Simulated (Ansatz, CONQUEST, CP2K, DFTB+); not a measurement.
# Which run comes nearest? Amorphous polypropylene (as short chains C8H18) at 300 K (78 atoms)

Density of this cell: 0.817 g/cm³. The cell holds 78 atoms: 24 C and 54 H. Its edges and angles: a = 8.864 Å, b = 8.864 Å, c = 8.864 Å, α = 90.0°, β = 90.0°, γ = 90.0°. 3 polypropylene chains of 2 units with methyl end groups placed at random, at 0.817 g/cm³; overlaps pushed apart, then 20 ps at 800 K with MMFF94 bonds, angles, torsions, charges and radii (Halgren, J. Comput. Chem. 17, 490 (1996)) in harmonic and 12-6 forms. Snapshot after 30 ps at 300 K and fixed volume. Then every atom was moved at random, 0.05 Å r.m.s. a Cartesian component (hydrogen 0.6 of that).

Geometry: as built.

The reference, a calculation:

| Quantity | Value |
| --- | --- |
| method | Kohn-Sham DFT, PBE, PAW, plane waves (Ansatz 0.2.0); cutoff 420 eV, Γ point, fermi-dirac smearing of 0.05 eV; PAW set soft_2 |
| r.m.s. force component | 2.043 eV/Å |
| longest force | 9.825 eV/Å |
| pressure | 5.717 GPa |
| gap (highest filled to lowest empty level) | 5.561 eV |
| SCF cycles | 8 |
| time | 1.7 s on 4 threads of Intel Xeon 6975P-C (Granite Rapids), shared host |
| CPU time | 5.7 s |

Q: Estimate the differences from the reference, the CPU time and the memory of each run.
- CONQUEST PBE, grid 80 Ha (CONQUEST 1.3; 2 MPI ranks)
- CONQUEST PBE, grid 60 Ha (CONQUEST 1.3; 2 MPI ranks)
- DFTB+ DFTB mio-1-1 (DFTB+ 25.1; 1 thread)
- DFTB+ GFN1-xTB (DFTB+ 25.1; 1 thread)
- DFTB+ DFTB 3ob-3-1 (DFTB+ 25.1; 1 thread)
- CP2K GFN1-xTB, OT DIIS (CP2K 2026.2; 1 thread)
- CP2K PBE, DZVP-UZH, 450/50 Ry, OT DIIS (CP2K 2026.2; 4 MPI ranks)
- DFTB+ GFN2-xTB (DFTB+ 25.1; 1 thread)

Differences are against the plane-wave reference, forces as r.m.s. over components; share is that over the reference's r.m.s. force, slope the least-squares factor from reference forces to these. Total energies of different programs have different zeros and aren't compared.

```
                                   run  Δ force, r.m.s. (meV/Å)  share (%)  slope  Δ pressure (GPa)  Δ gap (eV)  cores  CPU time  memory (GiB)
                             reference                        -          -      -                 -           -      4     5.7 s          0.69
              CONQUEST PBE, grid 80 Ha                      320       15.7  1.094              2.49       0.292      2      89 s           2.8
     CONQUEST PBE, grid 60 Ha (coarse)                      321       15.7  1.094              2.50       0.290      2      66 s           1.9
                    DFTB+ DFTB mio-1-1                      257       12.6  1.079            -0.595        4.66      1    0.13 s          0.09
                        DFTB+ GFN1-xTB                      249       12.2  0.981             -1.67        1.77      1    0.86 s          0.09
                    DFTB+ DFTB 3ob-3-1                      413       20.2  0.974             -2.05        4.74      1    0.22 s          0.09
                CP2K GFN1-xTB, OT DIIS                      249       12.2  0.981             -1.67           -      1     1.8 s          0.34
CP2K PBE, DZVP-UZH, 450/50 Ry, OT DIIS                     50.6       2.48  1.021             0.437        1.11      4   3.6 min           1.6
                        DFTB+ GFN2-xTB                      267       13.1  0.940             -2.25        4.05      1     2.4 s          0.09
```

Rows marked coarse were listed beforehand as settings not expected to be converged; some can still land near the reference.

CPU time is summed over cores on a shared host, where runs went side by side, so it is rough. Symmetry, cutoffs, thresholds, outputs and thread counts weren't matched or tuned between programs; memory under MPI is the largest rank's times the ranks.

The PBE runs in local orbitals, coarse settings apart, differ by 2.5 % (CP2K PBE, DZVP-UZH, 450/50 Ry, OT DIIS) to 16 % (CONQUEST PBE, grid 80 Ha); basis, grid and potentials can all enter. Tight binding differs by 12 % (DFTB+ GFN1-xTB) to 20 % (DFTB+ DFTB 3ob-3-1); it is another model, with fitted parameters of its own, and the xTB methods hold dispersion. Runs with settings chosen to be coarse differ by 16 % (CONQUEST PBE, grid 60 Ha), their programs' other errors included. Of the electronic-structure runs that take under half the reference's CPU time, DFTB+ GFN1-xTB is among the nearest, at 12 % in 0.86 s against 5.7 s; its pressure misses by -1.7 GPa. Periodic xTB results under one method name differ between programs and library versions (DFTB+ here holds tblite 0.3). Forces of 2.0 eV/Å r.m.s. are well above thermal ones: they come largely from the bond lengths of the classical model and from the random displacements, and they dominate the comparison. With short bonds to hydrogen, sets of potentials differ among themselves by several per cent in forces even at converged cutoffs, so the reference isn't exact here either. The network of contacts between molecules at the start is that of the classical potential that made the cell, and needn't be the one that DFT or experiment would give. The electronic-structure runs sample only Γ, in a cell whose shortest periodic width is 9 Å.

[Logs are printed without paths, hosts, clocks, repeated set-up lines and the standing remarks that a program may print on its own settings, such as how far it seeks lower states.]

[Hosts, paths, dates, database ids (printed as entryN), source tags and the programs' standing remarks are cut or masked in the printed files.]

[The MMFF94 radii named for the starting cell were scaled by 0.96; in molecules described by MMFF94, hydrogen bound to N, O or S took a small fixed 12-6 site in their place.]
